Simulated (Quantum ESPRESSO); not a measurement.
# GaN (F-43m): modes at Γ and the response to a field

Aim: the zone-centre modes of GaN (F-43m).

Method: DFT LDA, scalar-relativistic, plane waves, PseudoDojo norm-conserving pseudopotentials, in Quantum ESPRESSO 7.5.

### 1. The structure

Symmetry: F-43m, No. 216, cubic system. The conventional cell has a = 4.507 Å, b = 4.507 Å, c = 4.507 Å, α = 90.00°, β = 90.00°, γ = 90.00°. Ga has 4 N at 1.95 Å nearest. N has 4 Ga at 1.95 Å nearest. Farther neighbours and most contacts between anions are not listed.

Coordinates:

```
CELL_PARAMETERS angstrom
-2.25350 0.00000 2.25350
0.00000 2.25350 2.25350
-2.25350 2.25350 0.00000
ATOMIC_POSITIONS crystal
Ga 0.00000 0.00000 0.00000
N 0.75000 0.75000 0.75000
```

### 2. A probe with smearing

A cheap run with smearing and empty bands tells whether the crystal has a gap, which decides between fixed occupations and smearing later on.

File probe.in:

```
 &control
    calculation='scf',
    prefix='x',
    outdir='./tmp',
    pseudo_dir='./pseudo',
    tprnfor=.true.,
    tstress=.true.,
    verbosity='high',
 /
 &system
    ibrav=2,
    celldm(1)=8.51699795,
    nat=2,
    ntyp=2,
    ecutwfc=92.0,
    occupations='smearing',
    smearing='gaussian',
    degauss=0.01,
 /
 &electrons
    conv_thr=1.0d-07,
    mixing_beta=0.7,
    electron_maxstep=100,
 /
ATOMIC_SPECIES
 Ga     69.7230  Ga.upf
 N      14.0070  N.upf
ATOMIC_POSITIONS crystal
 Ga     0.000000000   0.000000000   0.000000000
 N      0.750000000   0.750000000   0.750000000
K_POINTS automatic
 8 8 8 0 0 0
```

Started as:

```console
> OMP_NUM_THREADS=1 mpirun -n 4 pw.x -nk 4 -in probe.in > probe.out
```

What it wrote:

```text
[banners, grids, parts of the stress and lines that vanish by symmetry left out]
Program PWSCF v.7.5
     bravais-lattice index     =            2
     lattice parameter (alat)  =       8.5170  a.u.
[...]
kinetic-energy cutoff     =      92.0000  Ry
     charge density cutoff     =     368.0000  Ry
     scf convergence threshold =      1.0E-07
[...]
Exchange-correlation= SLA  PW   NOGX NOGC
                           (   1   4   0   0   0   0   0)
[...]
24 Sym. Ops. (no inversion) found
[...]
(     0          1          0      )
                  (     0          0          1      )
[...]
(  0.0000000  1.0000000  0.0000000 )
                  (  0.0000000  0.0000000  1.0000000 )
[...]
(     1          0         -1      )
                  (     0          0         -1      )
[...]
(  0.0000000  1.0000000  0.0000000 )
[...]
(    -1          0          1      )
                  (    -1          0          0      )
[...]
(  0.0000000  0.0000000  1.0000000 )
                  (  0.0000000 -1.0000000  0.0000000 )
[...]
number of k points=    29  Gaussian smearing, width (Ry)=  0.0100
[...]
End of self-consistent calculation
[...]
the Fermi energy is    11.2209 ev
!    total energy              =    -173.54814849 Ry
[...]
convergence has been achieved in   7 iterations
[...]
atom    1 type  1   force =     0.00000000    0.00000000   -0.00000000
     atom    2 type  2   force =     0.00000000    0.00000000    0.00000000
[...]
Total force =     0.000000     Total SCF correction =     0.000000
[...]
total   stress  (Ry/bohr**3)                   (kbar)     P=      -69.49
[...]
XML data file, charge density, pseudopotentials, collected wavefunctions

   JOB DONE.
```

Elapsed: 3.2 s, on 4 MPI ranks of Arm Neoverse V2, shared host.

Numbers from this step:

- volume per atom: 11.44 Å³
- pressure: -6.949 GPa
- gap on the k-mesh: 1.769 eV

A gap of 1.8 eV opens on this mesh, so the crystal is taken as an insulator; the start stands at -6.9 GPa.

### 3. Relaxing the cell and atoms

The relaxation runs at a cutoff a fifth above that of the response, since stress converges more slowly with the basis than frequencies do. Forces and stress are brought to rest with tight thresholds.

File relax.in:

```
 &control
    calculation='vc-relax',
    prefix='x',
    outdir='./tmp',
    pseudo_dir='./pseudo',
    tprnfor=.true.,
    tstress=.true.,
    forc_conv_thr=2.0d-05,
    etot_conv_thr=1.0d-07,
    nstep=40,
 /
 &system
    ibrav=2,
    celldm(1)=8.51699795,
    nat=2,
    ntyp=2,
    ecutwfc=110,
    occupations='fixed',
    nbnd=11,
 /
 &electrons
    conv_thr=1.0d-11,
    mixing_beta=0.7,
    electron_maxstep=100,
 /
 &ions
 /
 &cell
    press_conv_thr=0.2,
 /
ATOMIC_SPECIES
 Ga     69.7230  Ga.upf
 N      14.0070  N.upf
ATOMIC_POSITIONS crystal
 Ga     0.000000000   0.000000000   0.000000000
 N      0.750000000   0.750000000   0.750000000
K_POINTS automatic
 10 10 10 0 0 0
```

Started as:

```console
> OMP_NUM_THREADS=1 mpirun -n 4 pw.x -nk 4 -in relax.in > relax.out
```

What it wrote:

```text
[banners, grids, parts of the stress and lines that vanish by symmetry left out]
[banner, memory and clock lines left out]
Program PWSCF v.7.5

[...]
kinetic-energy cutoff     =     110.0000  Ry
     charge density cutoff     =     440.0000  Ry
     scf convergence threshold =      1.0E-11
[...]
energy convergence thresh.=      1.0E-07
     force convergence thresh. =      2.0E-05
     press convergence thresh. =      2.0E-01
     Exchange-correlation= SLA  PW   NOGX NOGC
                           (   1   4   0   0   0   0   0)
[...]
24 Sym. Ops. (no inversion) found
[...]
number of k points=    47
[...]
End of self-consistent calculation
[...]
highest occupied, lowest unoccupied level (ev):    10.2215   11.9913
!    total energy              =    -173.54822490 Ry
[...]
convergence has been achieved in  14 iterations
[...]
atom    1 type  1   force =    -0.00000000   -0.00000000    0.00000000
     atom    2 type  2   force =     0.00000000    0.00000000   -0.00000000
     Total force =     0.000000     Total SCF correction =     0.000000
[...]
total   stress  (Ry/bohr**3)                   (kbar)     P=      -67.92
[...]
number of bfgs steps    =   0
[...]
CELL_PARAMETERS (alat=  8.51699795)
[...]
ATOMIC_POSITIONS (crystal)
Ga               0.0000000000       -0.0000000000       -0.0000000000
N                0.7500000000        0.7500000000        0.7500000000
[...]
New effective cutoffs (rho, wfc):  450.07  112.58
[...]
End of self-consistent calculation
[...]
highest occupied, lowest unoccupied level (ev):    10.7929   12.7936
!    total energy              =    -173.54953547 Ry
[...]
convergence has been achieved in   8 iterations
[...]
atom    1 type  1   force =     0.00000000   -0.00000000   -0.00000000
     atom    2 type  2   force =    -0.00000000   -0.00000000    0.00000000
     Total force =     0.000000     Total SCF correction =     0.000000
[...]
total   stress  (Ry/bohr**3)                   (kbar)     P=       -2.93
[...]
number of bfgs steps    =   1
[...]
CELL_PARAMETERS (alat=  8.51699795)
[...]
ATOMIC_POSITIONS (crystal)
Ga               0.0000000000       -0.0000000000       -0.0000000000
N                0.7500000000        0.7500000000        0.7500000000
[...]
New effective cutoffs (rho, wfc):  450.54  112.70
[...]
End of self-consistent calculation
[...]
highest occupied, lowest unoccupied level (ev):    10.8187   12.8296
!    total energy              =    -173.54953761 Ry
[...]
convergence has been achieved in   8 iterations
[...]
atom    1 type  1   force =    -0.00000000   -0.00000000    0.00000000
     atom    2 type  2   force =    -0.00000000   -0.00000000    0.00000000
     Total force =     0.000000     Total SCF correction =     0.000000
[...]
total   stress  (Ry/bohr**3)                   (kbar)     P=        0.19
[...]
number of bfgs steps    =   2
[...]
small trust_radius: resetting bfgs history
[...]
CELL_PARAMETERS (alat=  8.51699795)
[...]
ATOMIC_POSITIONS (crystal)
Ga               0.0000000000       -0.0000000000       -0.0000000000
N                0.7500000000        0.7500000000        0.7500000000
[...]
New effective cutoffs (rho, wfc):  450.51  112.69
[...]
End of self-consistent calculation
[...]
highest occupied, lowest unoccupied level (ev):    10.8171   12.8274
!    total energy              =    -173.54953762 Ry
[...]
convergence has been achieved in   6 iterations
[...]
atom    1 type  1   force =    -0.00000000    0.00000000    0.00000000
     atom    2 type  2   force =     0.00000000    0.00000000    0.00000000
     Total force =     0.000000     Total SCF correction =     0.000000
[...]
total   stress  (Ry/bohr**3)                   (kbar)     P=       -0.01
[...]
bfgs converged in   4 scf cycles and   3 bfgs steps
[...]
End of BFGS Geometry Optimization
     Final enthalpy           =    -173.5495376207 Ry
     File ./tmp/x.bfgs deleted, as requested
[...]
CELL_PARAMETERS (alat=  8.51699795)
[...]
ATOMIC_POSITIONS (crystal)
Ga               0.0000000000       -0.0000000000       -0.0000000000
N                0.7500000000        0.7500000000        0.7500000000
[...]
Final scf calculation at the relaxed structure.
[...]
kinetic-energy cutoff     =     110.0000  Ry
     charge density cutoff     =     440.0000  Ry
     scf convergence threshold =      1.0E-13
[...]
press convergence thresh. =      2.0E-01
     Exchange-correlation= SLA  PW   NOGX NOGC
                           (   1   4   0   0   0   0   0)
[...]
24 Sym. Ops. (no inversion) found
[...]
number of k points=    47
[...]
End of self-consistent calculation
[...]
highest occupied, lowest unoccupied level (ev):    10.8171   12.8274
!    total energy              =    -173.54952714 Ry
[...]
convergence has been achieved in  16 iterations
[...]
atom    1 type  1   force =     0.00000000    0.00000000    0.00000000
     atom    2 type  2   force =    -0.00000000    0.00000000   -0.00000000
     Total force =     0.000000     Total SCF correction =     0.000000
[...]
total   stress  (Ry/bohr**3)                   (kbar)     P=        0.04
[...]
XML data file, charge density, pseudopotentials, collected wavefunctions
```

Elapsed: 34 s, on 4 MPI ranks.

Step by step:

| step | energy less that of the first step (eV) | largest force (eV/Å) | pressure (GPa) | volume (Å³) |
| --- | --- | --- | --- | --- |
| 1 | 0.0000 | 0.0000 | -6.79 | 22.89 |
| 2 | -0.0178 | 0.0000 | -0.29 | 22.10 |
| 3 | -0.0179 | 0.0000 | 0.02 | 22.07 |
| 4 | -0.0179 | 0.0000 | 0.00 | 22.07 |
| 5 | -0.0177 | 0.0000 | 0.00 | 22.07 |

| conventional cell, symmetrised | before | after | change |
| --- | --- | --- | --- |
| a (Å) | 4.507 | 4.453 | -1.2 % |
| b (Å) | 4.507 | 4.453 | -1.2 % |
| c (Å) | 4.507 | 4.453 | -1.2 % |
| volume (Å³/atom) | 11.44 | 11.04 | -3.6 % |

Final coordinates:

```
Ga N
1.0
    -2.22641    0.00000    2.22641
     0.00000    2.22641    2.22641
    -2.22641    2.22641    0.00000
Ga N
1 1
Direct
  0.00000 0.00000 0.00000
  0.75000 0.75000 0.75000
```

The last row of the table of steps is pw.x's closing run on a basis chosen anew for the final cell, so its energy can jump.

Numbers from this step:

| Item | Value |
| --- | --- |
| volume per atom | 11.04 Å³ |
| pressure | 0.004 GPa |
| gap on the k-mesh | 2.010 eV |

The volume changes by -3.6 % from the cell with which this run began.

### 4. Ground state

Perturbation theory inherits every error of the wavefunctions, so the threshold is set near the limit of the arithmetic. With a gap, occupations are fixed, which also allows the response to an electric field.

File scf.in:

```
 &control
    calculation='scf',
    prefix='x',
    outdir='./tmp',
    pseudo_dir='./pseudo',
    tprnfor=.true.,
    tstress=.true.,
 /
 &system
    ibrav=2,
    celldm(1)=8.41462023,
    nat=2,
    ntyp=2,
    ecutwfc=92.0,
    occupations='fixed',
    nbnd=11,
 /
 &electrons
    conv_thr=1.0d-12,
    mixing_beta=0.7,
    electron_maxstep=100,
 /
ATOMIC_SPECIES
 Ga     69.7230  Ga.upf
 N      14.0070  N.upf
ATOMIC_POSITIONS crystal
 Ga     0.000000000   0.000000000   0.000000000
 N      0.750000000   0.750000000   0.750000000
K_POINTS automatic
 12 12 12 0 0 0
```

Started as:

```console
> OMP_NUM_THREADS=1 mpirun -n 4 pw.x -nk 4 -in scf.in > scf.out
```

What it wrote:

```text
[banners, grids, parts of the stress and lines that vanish by symmetry left out]
[banner, memory and clock lines left out]
Program PWSCF v.7.5

[...]
kinetic-energy cutoff     =      92.0000  Ry
     charge density cutoff     =     368.0000  Ry
     scf convergence threshold =      1.0E-12
[...]
Exchange-correlation= SLA  PW   NOGX NOGC
                           (   1   4   0   0   0   0   0)
[...]
24 Sym. Ops. (no inversion) found
[...]
number of k points=    72
[...]
End of self-consistent calculation
[...]
highest occupied, lowest unoccupied level (ev):    10.8171   12.8274
!    total energy              =    -173.54948303 Ry
[...]
convergence has been achieved in  19 iterations
[...]
atom    1 type  1   force =     0.00000000    0.00000000   -0.00000000
     atom    2 type  2   force =    -0.00000000   -0.00000000    0.00000000
     Total force =     0.000000     Total SCF correction =     0.000000
[...]
total   stress  (Ry/bohr**3)                   (kbar)     P=        0.31
[...]
XML data file, charge density, pseudopotentials, collected wavefunctions
```

It took 12 s on 4 MPI ranks.

Numbers from this step:

```yaml
pressure: 0.031 GPa
```

The cell stands at 0.031 GPa, close enough for phonons.

[end of part 1 of 2]

[Host names and launcher messages were left out of these logs when they were recorded.]

[Logs are printed without paths, hosts, clocks, repeated set-up lines and the standing remarks that a program may print on its own settings, such as how far it seeks lower states.]

[Hosts, paths, dates, database ids (printed as entryN), source tags and the programs' standing remarks are cut or masked in the printed files.]
